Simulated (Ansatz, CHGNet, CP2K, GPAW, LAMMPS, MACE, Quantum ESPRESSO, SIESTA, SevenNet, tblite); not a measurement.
**Glassy 74TiO2-26ZrO2 (mol %) (105 atoms) in tblite**

How near does tblite come to plane waves for glassy 74TiO2-26ZrO2 (mol %) (105 atoms)?

Method: the method is named at each step, in tblite 0.8.0.

### 1. Starting point

The cell holds 105 atoms: 26 Ti, 9 Zr and 70 O. Its edges and angles: a = 11.023 Å, b = 11.023 Å, c = 11.023 Å, α = 90.0°, β = 90.0°, γ = 90.0°. 105 atoms (26 Ti, 9 Zr, 70 O) placed at random at 3.98 g/cm³, melted at 4000 K for 10 ps at fixed volume with the Morse and Coulomb pair potential with partial charges (Pedone, Malavasi, Menziani, Cormack and Segre, J. Phys. Chem. B 110, 11780 (2006)). Quenched from 4000 K to 300 K at 50 K/ps and fixed volume, held 10 ps at zero pressure, then minimised at fixed cell.

The yardstick, on the same geometry:

* method: Kohn-Sham DFT, PBE, PAW, plane waves (Ansatz 0.2.0); cutoff 420 eV, Γ point, fermi-dirac smearing of 0.05 eV; PAW set soft_2
* r.m.s. force component: 0.5982 eV/Å
* longest force: 2.524 eV/Å
* pressure: 1.119 GPa
* gap (highest filled to lowest empty level): 2.452 eV
* SCF cycles: 12
* time: 47 s on 4 threads of Arm Neoverse V1, shared host
* CPU time: 3 min

### 2. GFN1-xTB

Method: GFN1-xTB tight binding, diagonalisation.

Input file run.py:

```python
import numpy as np
from ase.io import read
from tblite.ase import TBLite

atoms = read("structure.xyz")
atoms.calc = TBLite(method="GFN1-xTB", electronic_temperature=580, accuracy=1.0, max_iterations=250, mixer_damping=0.4, verbosity=1)
energy = atoms.get_potential_energy()
forces = atoms.get_forces()
print(f"energy {energy:.6f} eV")
print("forces (eV/A)")
for i, (a, f) in enumerate(zip(atoms, forces)):
    print(f"{i:4d} {a.symbol:2s} {f[0]:10.5f} {f[1]:10.5f} {f[2]:10.5f}")
stress = -atoms.get_stress(voigt=False) * 160.21766
print("stress (GPa, compression positive)")
for row in stress:
    print(" ".join(f"{x:10.4f}" for x in row))
print("charges (e)")
print(np.array2string(atoms.get_charges(), precision=4, suppress_small=True, max_line_width=110, threshold=100000))
```

Input file structure.xyz:

```xyz
105
Lattice="11.02260 0.00000 0.00000 0.00000 11.02260 0.00000 0.00000 0.00000 11.02260" Properties=species:S:1:pos:R:3 pbc="T T T"
Ti 6.11346 7.98213 3.61365
Ti 3.83090 11.00518 0.94034
Ti 2.65457 2.68962 0.78018
Ti 10.88372 8.10326 4.37917
Ti 2.85673 8.70664 9.59506
Ti 7.44863 4.20347 9.13597
Ti 3.78141 0.54408 7.58190
Ti 9.22371 6.37580 10.25741
Ti 6.64872 2.29987 1.37099
Ti 2.86257 3.84171 8.30773
Ti 6.80436 0.63567 9.20211
Ti 10.17981 0.95952 7.94994
Ti 6.24926 7.74415 8.82822
Ti 0.62410 7.36828 1.08385
Ti 8.06050 9.86710 6.52637
Ti 1.73507 1.45862 5.55087
Ti 10.99780 3.73258 9.84417
Ti 4.49447 3.71043 3.64451
Ti 9.85476 9.93731 10.44557
Ti 3.45327 6.90367 1.64380
Ti 8.83803 2.97632 5.31499
Ti 0.91157 9.68038 7.52237
Ti 6.85870 9.23143 0.59412
Ti 5.96301 3.08269 6.86895
Ti 6.44227 5.66870 1.01419
Ti 10.07355 2.67309 2.07280
Zr 0.88258 10.64232 2.36776
Zr 7.98554 6.32918 6.29699
Zr 8.98121 5.84032 3.06627
Zr 0.88798 6.34990 7.13658
Zr 4.42646 6.07147 5.96598
Zr 3.31461 9.38718 4.32152
Zr 5.98825 0.73047 4.68835
Zr 1.50293 4.79384 3.67901
Zr 8.58209 10.71595 2.85992
O 0.76662 0.49822 6.85198
O 5.35599 9.74607 4.47253
O 0.25870 9.23815 0.88302
O 6.20727 6.95735 5.09200
O 3.55181 5.26814 4.11694
O 10.47863 7.19908 2.53343
O 9.43612 8.17271 10.14443
O 0.47772 8.51099 6.17817
O 1.82435 1.12232 1.12486
O 0.16358 10.11709 9.15240
O 8.93723 0.31205 9.38563
O 2.69029 3.59127 2.34848
O 7.37588 4.52720 7.27866
O 9.64191 10.36356 7.04895
O 8.54351 5.90216 0.94001
O 8.36560 2.99638 1.55364
O 7.03815 2.46509 8.53634
O 9.25976 4.42800 9.64676
O 2.78982 5.35809 7.07419
O 1.61823 3.21254 5.06268
O 5.22868 4.14218 5.46578
[... 45 atom lines left out ...]
O 9.46621 2.19184 3.86717
O 6.90588 6.26932 2.77560
O 2.46620 7.66159 0.28262
O 5.36294 10.08116 1.00791
```

The run is started by

```bash
$ OMP_NUM_THREADS=1 python run.py > output.txt
```

The program printed:

```text
------------------------------------------------------------
  cycle        total energy    energy error   density error
------------------------------------------------------------
      1     -304.3268510489  -3.0454672E+02   1.3680106E+00
      2     -337.2947096872  -3.2967859E+01   2.9843684E+00
      3     -119.1643012184   2.1813041E+02   1.5824778E+00
      4     -308.6058883494  -1.8944159E+02   1.1249422E+00
      5     -354.4025347938  -4.5796646E+01   8.3469514E-01
      6     -350.4577770659   3.9447577E+00   7.2869174E-01
      7     -368.9034609984  -1.8445684E+01   5.9490390E-01
      8     -370.2579012155  -1.3544402E+00   5.2020782E-01
      9     -371.6661381883  -1.4082370E+00   4.4593602E-01
     10     -375.1905737670  -3.5244356E+00   3.1783985E-01
     11     -377.7665448078  -2.5759710E+00   2.3197003E-01
     12     -378.6619031706  -8.9535836E-01   1.5675638E-01
     13     -379.0957040938  -4.3380092E-01   1.1696775E-01
     14     -379.4445590907  -3.4885500E-01   6.0834621E-02
     15     -379.6106389858  -1.6607990E-01   3.4002694E-02
     16     -379.6062352668   4.4037190E-03   2.8979501E-02
     17     -379.6270390401  -2.0803773E-02   2.2769319E-02
     18     -379.6411304176  -1.4091378E-02   1.7117730E-02
     19     -379.6480796939  -6.9492762E-03   1.3914771E-02
     20     -379.6496754173  -1.5957235E-03   1.2317818E-02
     21     -379.6522413026  -2.5658853E-03   1.0877857E-02
     22     -379.6564576510  -4.2163483E-03   8.0146042E-03
     23     -379.6575348817  -1.0772307E-03   7.2151590E-03
     24     -379.6591742269  -1.6393452E-03   5.8638339E-03
[...]
29     -379.6622545308  -1.7864806E-04   9.0791795E-04
     30     -379.6623040951  -4.9564299E-05   4.0010889E-04
     31     -379.6623154491  -1.1353967E-05   1.4954845E-04
     32     -379.6623157766  -3.2752450E-07   1.2345786E-04
     33     -379.6623165664  -7.8986341E-07   6.5456728E-05
     34     -379.6623167479  -1.8148341E-07   3.8703377E-05
     35     -379.6623168362  -8.8320974E-08   2.6710368E-05
     36     -379.6623168629  -2.6666555E-08   1.9034951E-05
------------------------------------------------------------
 total:                                   9.641 sec
energy -10331.137863 eV
forces (eV/A)
   0 Ti   -0.08415   -0.31787    0.20217
   1 Ti   -0.72427   -0.41156    0.95172
   2 Ti   -0.91468   -1.38308    1.23766
   3 Ti   -0.07443    0.62661   -0.40281
   4 Ti    0.34334   -0.20226   -0.17208
   5 Ti    0.39807    0.58104   -0.54941
   6 Ti    0.18529    0.92474   -0.59736
   7 Ti   -0.42091    0.22234    0.34730
   8 Ti    1.12186   -0.40531    0.79018
   9 Ti    0.45956   -0.05948   -0.60775
  10 Ti   -0.34846   -0.22181   -0.12412
  11 Ti    0.12665    0.56247   -0.46276
  12 Ti    0.00432   -1.57614   -0.80957
  13 Ti   -0.67094   -0.03396    1.06229
  14 Ti   -0.48653    0.80108   -0.09646
  15 Ti   -0.25356   -0.20986   -1.90230
  16 Ti    0.49108    0.02274   -0.34206
  17 Ti   -0.00089   -0.79782    0.34695
  18 Ti   -0.17904   -0.87429    0.12405
  19 Ti   -0.49441   -0.16348    0.86999
  20 Ti   -0.69708    0.12575   -0.60179
  21 Ti   -0.09070   -0.34286    0.01567
  22 Ti   -0.41700   -0.32027   -0.07075
  23 Ti   -0.55855    0.39690   -0.43992
[...]
97 O     0.28649    0.02059    0.65966
  98 O    -0.18636    0.34544    0.17625
  99 O     0.74377    0.48192   -1.07439
 100 O    -0.64039   -0.19667    0.13024
 101 O    -0.26689    0.60714    0.93294
 102 O    -0.34886   -0.34557   -0.87823
 103 O     0.59387    0.02660   -0.28657
 104 O     0.29668    0.16771   -0.44156
stress (GPa, compression positive)
   -9.2193     0.1118    -0.9616
    0.1118   -13.0252    -0.1617
   -0.9616    -0.1617   -12.2998
charges (e)
[ 0.8729  0.8635  0.8569  0.8957  0.906   0.9126  0.9055  0.8952  0.9178  0.9164  0.9546  0.9224  0.9225
  0.8801  0.8173  0.8672  0.8974  0.8685  0.9424  0.8667  0.8449  0.9104  0.8765  0.8967  0.9225  0.8999
  1.1014  1.1019  1.1127  1.0881  1.083   1.0667  1.0972  1.093   1.1198 -0.4502 -0.5181 -0.4849 -0.4875
 -0.5164 -0.4822 -0.446  -0.4564 -0.4811 -0.4524 -0.4627 -0.4742 -0.4839 -0.4582 -0.4812 -0.4525 -0.4463
 -0.441  -0.4954 -0.501  -0.4771 -0.4898 -0.4606 -0.4592 -0.485  -0.4616 -0.4928 -0.4448 -0.4562 -0.5116
 -0.4976 -0.4988 -0.4793 -0.4683 -0.4328 -0.445  -0.4957 -0.5239 -0.4574 -0.4663 -0.4535 -0.4329 -0.4407
 -0.4987 -0.4586 -0.4803 -0.4377 -0.4814 -0.4489 -0.4555 -0.4401 -0.4596 -0.4745 -0.4831 -0.4755 -0.5457
 -0.4465 -0.5182 -0.5199 -0.4327 -0.5359 -0.4748 -0.4452 -0.4631 -0.487  -0.4943 -0.4643 -0.4866 -0.447
 -0.4386]
```

It took 11 s on 1 thread of Arm Neoverse V1, shared host; peak memory 0.14 GiB.

Banners, paths, timers and routine set-up lines are dropped from the logs unmarked, and long logs keep their key lines alone; longer cuts are marked.

Compared with the plane-wave run:

```yaml
r_m_s_force_component: 0.5139 eV/Å
r_m_s_difference_of_force_components: 730.8 meV/Å
longest_difference_of_force_vectors: 3001 meV/Å
force_difference_over_r_m_s_force: 122.2 %
slope_of_forces_against_the_reference_s: 0.1228
correlation_of_force_components: 0.1429
pressure: -11.51 GPa
pressure_difference: -12.63 GPa
```

Length of the force difference by element (eV/Å):

| element | atoms | mean | most |
| --- | --- | --- | --- |
| O | 70 | 1.3 | 3.0 |
| Ti | 26 | 0.92 | 1.9 |
| Zr | 9 | 0.50 | 0.65 |

Local excerpt of 11 atoms (numbers count through the whole input) about O90, picked at random; x, y, z are measured from there.

| atom | x | y | z | distance (Å) | bonds | Mulliken charge (e) | Fx | Fy | Fz (eV/Å) |
| --- | --- | --- | --- | --- | --- | --- | --- | --- | --- |
| O90 | 0.00 | 0.00 | 0.00 | 0.00 | 3 | -0.48 | 0.73 | 0.31 | 0.05 |
| Ti21 | 1.68 | 0.63 | -0.16 | 1.80 | 4 | 0.84 | -0.70 | 0.13 | -0.60 |
| Ti24 | -1.20 | 0.74 | 1.40 | 1.98 | 6 | 0.90 | -0.56 | 0.40 | -0.44 |
| Zr33 | -1.17 | -1.61 | -0.79 | 2.14 | 6 | 1.10 | -0.68 | -0.04 | -0.02 |
| O75 | -2.08 | -0.92 | 1.04 | 2.50 | 3 | -0.47 | 0.04 | 0.33 | 0.68 |
| O56 | -1.93 | 1.80 | -0.01 | 2.64 | 3 | -0.48 | 0.55 | -0.79 | 0.43 |
| O86 | 2.44 | -0.10 | 1.27 | 2.75 | 2 | -0.44 | 0.09 | -0.63 | 0.41 |
| O102 | 2.31 | -0.15 | -1.61 | 2.81 | 2 | -0.46 | -0.27 | 0.61 | 0.93 |
| O48 | 0.22 | 2.18 | 1.80 | 2.84 | 3 | -0.48 | -0.01 | 0.00 | 0.73 |
| O66 | 1.43 | 2.40 | -0.62 | 2.86 | 3 | -0.50 | 0.16 | -1.09 | 0.04 |
| O79 | 0.66 | -2.75 | -0.58 | 2.88 | 3 | -0.50 | 0.40 | -0.35 | 0.46 |

Atoms are counted from 1 here, from 0 in the log.

Forces lie 122 % from the reference's, at 0.061 times its CPU time (on 1 against 4 cores).

### 3. Results

* force difference from the reference: tblite GFN1-xTB, 122 %
* its CPU time: 11 s

What this shows: Tight binding differs by 122 % (tblite GFN1-xTB); it is another model, with fitted parameters of its own, and the xTB methods hold dispersion. One electronic-structure run takes under half the reference's CPU time: tblite GFN1-xTB, at 122 % in 11 s against 3 min, too far off to be of use; its pressure misses by -12.6 GPa. Periodic xTB results under one method name differ between programs and library versions. The quench rate of 50 K/ps is many orders above laboratory rates, so the cell is likely richer in defects and strain than a real sample. The network of bonds at the start is that of the classical potential that made the cell, and needn't be the one that DFT or experiment would give. The electronic-structure runs sample only Γ, in a cell whose shortest periodic width is 11 Å.

[Also dropped from logs without a mark: logging warnings of Python, and SIESTA's first energy breakdown and zero terms.]

[Logs are printed without paths, hosts, clocks, repeated set-up lines and the standing remarks that a program may print on its own settings, such as how far it seeks lower states.]

[Hosts, paths, dates, database ids (printed as entryN), source tags and the programs' standing remarks are cut or masked in the printed files.]
